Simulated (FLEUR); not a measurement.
# YbPd: which magnetic order is lowest

Does YbPd prefer parallel or opposed moments?

Method: LDA (VWN) with U = 8.2 eV, J = 0.7 eV on Yb f; all-electron FLAPW, Dirac cores, scalar-relativistic bands, in FLEUR MaX-R8.1.

Report form: the programs' logs are mostly left out.

### Step 1. Starting point

The structure is cubic, space group Pm-3m (No. 221). Conventional cell: a = 3.447 Å, b = 3.447 Å, c = 3.447 Å, α = 90.00°, β = 90.00°, γ = 90.00°. Yb has 8 Pd at 2.99 Å nearest. Nearest to Pd lie 8 Yb at 2.99 Å. Farther neighbours are not listed.

Structure file:

```xyz
2
Lattice="3.4470 0.0000 0.0000 0.0000 3.4470 0.0000 0.0000 0.0000 3.4470" Properties=species:S:1:pos:R:3 pbc="T T T"
Yb    1.7235    1.7235    1.7235
Pd    0.0000    0.0000    0.0000
```

### Step 2. Run 1 (ferro +)

The parallel start is the test of whether parallel moments hold. A Hubbard U acts on the open shell, since semilocal functionals spread its electrons too much.

The file n_mmp_mat seeds the f occupations with whole cubic orbitals by Hund's first rule, so that the U acts from the first pass. inpgen writes inp.xml from crystal.txt; cutoffs, mixing, functional, smearing and local orbitals are then set in the file. The k list default-1 (kpts.xml, not shown) is a Γ-centred 6×6×6 mesh; where the ranks do not divide the number of points, some are split in two of half the weight.

Input file inp.xml:

```
<?xml version="1.0" encoding="UTF-8" standalone="no"?>
<fleurInput fleurInputVersion="0.39">
   <comment>
      YbPd
   </comment>
   <calculationSetup>
      <cutoffs Kmax="3.6" Gmax="10.8" GmaxXC="10.8" numbands="0"/>
      <scfLoop itmax="130" minDistance="0.0001" maxIterBroyd="15" imix="Anderson" alpha="0.05" precondParam="0.0" spinf="2.0" sdNocoIR="T"/>
      <coreElectrons ctail="T" frcor="F" kcrel="0" coretail_lmax="0"/>
      <xcFunctional name="vwn" relativisticCorrections="F"/>
      <magnetism jspins="2"/>
      <soc l_soc="F" theta="0.0" phi="0.0" spav="F"/>
      <expertModes spex="0" secvar="F"/>
      <geometryOptimization l_f="F" forcealpha="1.0" forcemix="BFGS" epsdisp="0.00001" epsforce="0.00001"/>
      <ldaU l_linMix="F" mixParam="0.05" spinf="1.0"/>
   </calculationSetup>
   <cell>
      <bzIntegration valenceElectrons="40.0" mode="hist" fermiSmearingEnergy="0.00110248">
         <kPointListSelection listName="default-1"/>
         <xi:include xmlns:xi="http://www.w3.org/2001/XInclude" href="kpts.xml"> </xi:include>
      </bzIntegration>
      <xi:include xmlns:xi="http://www.w3.org/2001/XInclude" href="sym.xml"> </xi:include>
      <bulkLattice scale="1.0">
         <bravaisMatrix>
            <row-1>    6.5138859514961993     0.0000000000000000     0.0000000000000000</row-1>
            <row-2>    0.0000000000000000     6.5138859514961993     0.0000000000000000</row-2>
            <row-3>    0.0000000000000000     0.0000000000000000     6.5138859514961993</row-3>
         </bravaisMatrix>
      </bulkLattice>
   </cell>
   <atomSpecies>
      <species name="Ytterbium 1.001" element="Yb" atomicNumber="70">
         <mtSphere radius="2.75" gridPoints="909" logIncrement="0.015"/>
         <atomicCutoffs lmax="10" lnonsphr="8"/>
         <electronConfig flipSpins="F">
            <coreConfig>(1s1/2) (2s1/2) (2p1/2) (2p3/2) (3s1/2) (3p1/2) (3p3/2) (4s1/2) (3d3/2) (3d5/2) (4p1/2) (4p3/2) (4d3/2) (4d5/2)</coreConfig>
            <valenceConfig>(5s1/2) (5p1/2) (5p3/2) (6s1/2) (4f5/2) (4f7/2)</valenceConfig>
         </electronConfig>
         <energyParameters s="6" p="6" d="5" f="4"/>
         <ldaU l="3" U="8.2" J="0.7" l_amf="F"/>
         <lo type="SCLO" l="0" n="5" eDeriv="0"/>
         <lo type="SCLO" l="1" n="5" eDeriv="0"/>
      </species>
      <species name="Palladium (Pd)" element="Pd" atomicNumber="46">
         <mtSphere radius="2.75" gridPoints="909" logIncrement="0.014"/>
         <atomicCutoffs lmax="10" lnonsphr="8"/>
         <electronConfig flipSpins="F">
            <coreConfig>(1s1/2) (2s1/2) (2p1/2) (2p3/2) (3s1/2) (3p1/2) (3p3/2) (4s1/2) (3d3/2) (3d5/2)</coreConfig>
            <valenceConfig>(4p1/2) (4p3/2) (5s1/2) (4d3/2) (4d5/2)</valenceConfig>
            <stateOccupation state="(5s1/2)" spinUp="0.500000" spinDown="0.500000"/>
            <stateOccupation state="(4d3/2)" spinUp="1.800000" spinDown="1.800000"/>
            <stateOccupation state="(4d5/2)" spinUp="2.700000" spinDown="2.700000"/>
         </electronConfig>
         <energyParameters s="5" p="5" d="4" f="4"/>
         <lo type="SCLO" l="1" n="4" eDeriv="0"/>
      </species>
   </atomSpecies>
   <atomGroups>
      <atomGroup species="Ytterbium 1.001">
         <relPos label="                   1">1.000/2.000 1.000/2.000 1.000/2.000</relPos>
         <force calculate="T" relaxXYZ="TTT"/>
      </atomGroup>
      <atomGroup species="Palladium (Pd)">
         <relPos label="                   2">.0000000000 .0000000000 .0000000000</relPos>
         <force calculate="T" relaxXYZ="TTT"/>
      </atomGroup>
   </atomGroups>
   <output dos="F" band="F" slice="F">
      <bandDOS minEnergy="-.5*Htr" maxEnergy="0.5*Htr" sigma="0.015" storeEVData="T"/>
      <plotting iplot="0" polar="F">
         <plot TwoD="T" vec1="  1.0  0.0  0.0" vec2="  0.0  1.0  0.0" vec3="  0.0  0.0  1.0" zero="  0.0  0.0  0.0" file="plot"/>
      </plotting>
      <moessbauerParams electricFieldGradient="F" isomerShift="F" coreHyperfine="F" valenceHyperfine="F"/>
   </output>
</fleurInput>
```

Input file crystal.txt:

```
YbPd
&input film=F cartesian=F /
3.44700000000  0.00000000000  0.00000000000
0.00000000000  3.44700000000  0.00000000000
0.00000000000  0.00000000000  3.44700000000
1.8897261246
1.0 1.0 1.0

2
70 0.50000000000  0.50000000000  0.50000000000 : 1.001
46 0.00000000000  0.00000000000  0.00000000000

&kpt div1=6 div2=6 div3=6 gamma=T /
```

The run is started by

```
> OMP_NUM_THREADS=1 inpgen -f crystal.txt > inpgen.log  # inp.xml is then edited as shown
> OMP_NUM_THREADS=1 mpirun -n 4 fleur_MPI > fleur.log
```

It took 18 s on 4 MPI ranks of Intel Xeon Platinum 8488C (Sapphire Rapids), shared host; peak memory 0.24 GiB.

This step gave:

| Property | Result |
| --- | --- |
| free energy | -520001.4211 eV |
| program's band gap on this mesh (in a metal only a level spacing) | 1.13e-6 eV |
| final state | non-magnetic |

The moments were lost under the U: either the shell is closed or low-spin here, or a magnetic state was missed.

After 35 cycles the seed has died away: no moment is left.

### Step 3. Run 2 (antiferro q=(0,1/2,1/2) +-)

An opposed order shows whether neighbours prefer unlike signs.

The cell is doubled to 4 atoms to hold this order. The mesh is halved along the doubled vector, so that both cells sample the same points. The k list default-1 (kpts.xml, not shown) is a Γ-centred 6×3×6 mesh.

Edit inp.xml of step 2 so:

```diff
@@ -17,3 +17,3 @@
    <cell>
-      <bzIntegration valenceElectrons="40.0" mode="hist" fermiSmearingEnergy="0.00110248">
+      <bzIntegration valenceElectrons="80.0" mode="hist" fermiSmearingEnergy="0.00110248">
          <kPointListSelection listName="default-1"/>
@@ -25,4 +25,4 @@
             <row-1>    6.5138859514961993     0.0000000000000000     0.0000000000000000</row-1>
-            <row-2>    0.0000000000000000     6.5138859514961993     0.0000000000000000</row-2>
-            <row-3>    0.0000000000000000     0.0000000000000000     6.5138859514961993</row-3>
+            <row-2>    0.0000000000000000    13.0277719029923986     0.0000000000000000</row-2>
+            <row-3>    0.0000000000000000     6.5138859514961993     6.5138859514961993</row-3>
          </bravaisMatrix>
@@ -59,3 +59,7 @@
       <atomGroup species="Ytterbium 1.001">
-         <relPos label="                   1">1.000/2.000 1.000/2.000 1.000/2.000</relPos>
+         <relPos label="                   1">1.000/2.000 .0000000000 1.000/2.000</relPos>
+         <force calculate="T" relaxXYZ="TTT"/>
+      </atomGroup>
+      <atomGroup species="Ytterbium 1.001">
+         <relPos label="                   2">1.000/2.000 1.000/2.000 1.000/2.000</relPos>
          <force calculate="T" relaxXYZ="TTT"/>
@@ -63,3 +67,4 @@
       <atomGroup species="Palladium (Pd)">
-         <relPos label="                   2">.0000000000 .0000000000 .0000000000</relPos>
+         <relPos label="                   3">.0000000000 .0000000000 .0000000000</relPos>
+         <relPos label="                   4">.0000000000 1.000/2.000 .0000000000</relPos>
          <force calculate="T" relaxXYZ="TTT"/>
```

Input file crystal.txt:

```
YbPd
&input film=F cartesian=F /
3.44700000000  0.00000000000  0.00000000000
0.00000000000  6.89400000000  0.00000000000
0.00000000000  3.44700000000  3.44700000000
1.8897261246
1.0 1.0 1.0

4
70 0.50000000000  0.00000000000  0.50000000000 : 1.001
70 0.50000000000  0.50000000000  0.50000000000 : -1.001
46 0.00000000000  0.00000000000  0.00000000000
46 0.00000000000  0.50000000000  0.00000000000

&kpt div1=6 div2=3 div3=6 gamma=T /
```

Wall time 72 s (4 MPI ranks); peak memory 0.4 GiB; 4.8 min of CPU time.

The spin moment in the muffin-tin sphere vanishes on all atoms.

This step gave:

| Property | Result |
| --- | --- |
| free energy | -1040002.8423 eV |
| program's band gap on this mesh (in a metal only a level spacing) | 2.75e-8 eV |
| final state | non-magnetic |

The moments were lost under the U: either the shell is closed or low-spin here, or a magnetic state was missed.

It ends in the same state without moments as the first start; the 1.3e-4 meV a seeded atom between them is numerical noise.

### Step 4. Start 3: antiferro q=(1/2,1/2,1/2) +-

This order needs a doubled cell of 4 atoms. The mesh is halved along the doubled vector, so that both cells sample the same points. The k list default-1 (kpts.xml, not shown) is a Γ-centred 3×6×6 mesh.

Edit inp.xml of step 3 so:

```diff
@@ -24,5 +24,5 @@
          <bravaisMatrix>
-            <row-1>    6.5138859514961993     0.0000000000000000     0.0000000000000000</row-1>
-            <row-2>    0.0000000000000000    13.0277719029923986     0.0000000000000000</row-2>
-            <row-3>    0.0000000000000000     6.5138859514961993     6.5138859514961993</row-3>
+            <row-1>   13.0277719029923986     0.0000000000000000     0.0000000000000000</row-1>
+            <row-2>    6.5138859514961993     6.5138859514961993     0.0000000000000000</row-2>
+            <row-3>    6.5138859514961993     0.0000000000000000     6.5138859514961993</row-3>
          </bravaisMatrix>
@@ -59,3 +59,3 @@
       <atomGroup species="Ytterbium 1.001">
-         <relPos label="                   1">1.000/2.000 .0000000000 1.000/2.000</relPos>
+         <relPos label="                   1">1.000/2.000 1.000/2.000 1.000/2.000</relPos>
          <force calculate="T" relaxXYZ="TTT"/>
@@ -63,3 +63,3 @@
       <atomGroup species="Ytterbium 1.001">
-         <relPos label="                   2">1.000/2.000 1.000/2.000 1.000/2.000</relPos>
+         <relPos label="                   2">.0000000000 1.000/2.000 1.000/2.000</relPos>
          <force calculate="T" relaxXYZ="TTT"/>
@@ -67,4 +67,4 @@
       <atomGroup species="Palladium (Pd)">
-         <relPos label="                   3">.0000000000 .0000000000 .0000000000</relPos>
-         <relPos label="                   4">.0000000000 1.000/2.000 .0000000000</relPos>
+         <relPos label="                   3">-1.000/4.000 .0000000000 .0000000000</relPos>
+         <relPos label="                   4">1.000/4.000 .0000000000 .0000000000</relPos>
          <force calculate="T" relaxXYZ="TTT"/>
```

Input file crystal.txt:

```
YbPd
&input film=F cartesian=F /
6.89400000000  0.00000000000  0.00000000000
3.44700000000  3.44700000000  0.00000000000
3.44700000000  0.00000000000  3.44700000000
1.8897261246
1.0 1.0 1.0

4
70 0.75000000000  0.50000000000  0.50000000000 : 1.001
70 0.25000000000  0.50000000000  0.50000000000 : -1.001
46 0.00000000000  0.00000000000  0.00000000000
46 0.50000000000  0.00000000000  0.00000000000

&kpt div1=3 div2=6 div3=6 gamma=T /
```

Elapsed: 62 s, on 4 MPI ranks; peak memory 0.35 GiB.

The spin moment in the muffin-tin sphere vanishes on all atoms.

Read from the output:

```yaml
free_energy: -1040002.8423 eV
program_s_band_gap_on_this_mesh_in_a_metal_only_a_level_spacing: 3.00e-10 eV
final_state: non-magnetic
```

The moments were lost under the U: either the shell is closed or low-spin here, or a magnetic state was missed.

It ends in the same state without moments as the first start; the 4.9e-5 meV a seeded atom between them is numerical noise.

### Step 5. Energies of the orders

Free energies are divided by the number of seeded atoms, so that cells of unlike size compare. Wavevectors q in the names are fractions of the primitive cell's reciprocal vectors.

Orders:

```
                       start   final state  typed order kept  energy over the lowest (meV a seeded atom)  largest sphere moment (μB)  net moment (μB a primitive cell)  mesh matched  CPU time (s)
                     ferro +  non-magnetic                no                                     1.33e-4                           0                                 0           yes          71.5
  antiferro q=(0,1/2,1/2) +-  non-magnetic                no                                           0                           0                                 0           yes         288.1
antiferro q=(1/2,1/2,1/2) +-  non-magnetic                no                                     1.82e-4                           0                                 0           yes         245.8
```

### Step 6. Summary of results

- lowest state found: non-magnetic (typed antiferro q=(0,1/2,1/2) +-)
- largest site spin moment: 0 μB

In words: The lowest state carries no moment above 0.15 μB, and no start kept one. Only 3 starts were tried; other patterns of signs, canted and longer-period orders were not.

[Logs and program files are shortened in this print: banners, set-up blocks, solver, clock and traceback lines can be left out without a mark of their own.]

[Logs are printed without paths, hosts, clocks, repeated set-up lines and the standing remarks that a program may print on its own settings, such as how far it seeks lower states.]

[Hosts, paths, dates, database ids (printed as entryN), source tags and the programs' standing remarks are cut or masked in the printed files.]

[Where a cell is said to come from a database of computed structures, the database is the Materials Project.]
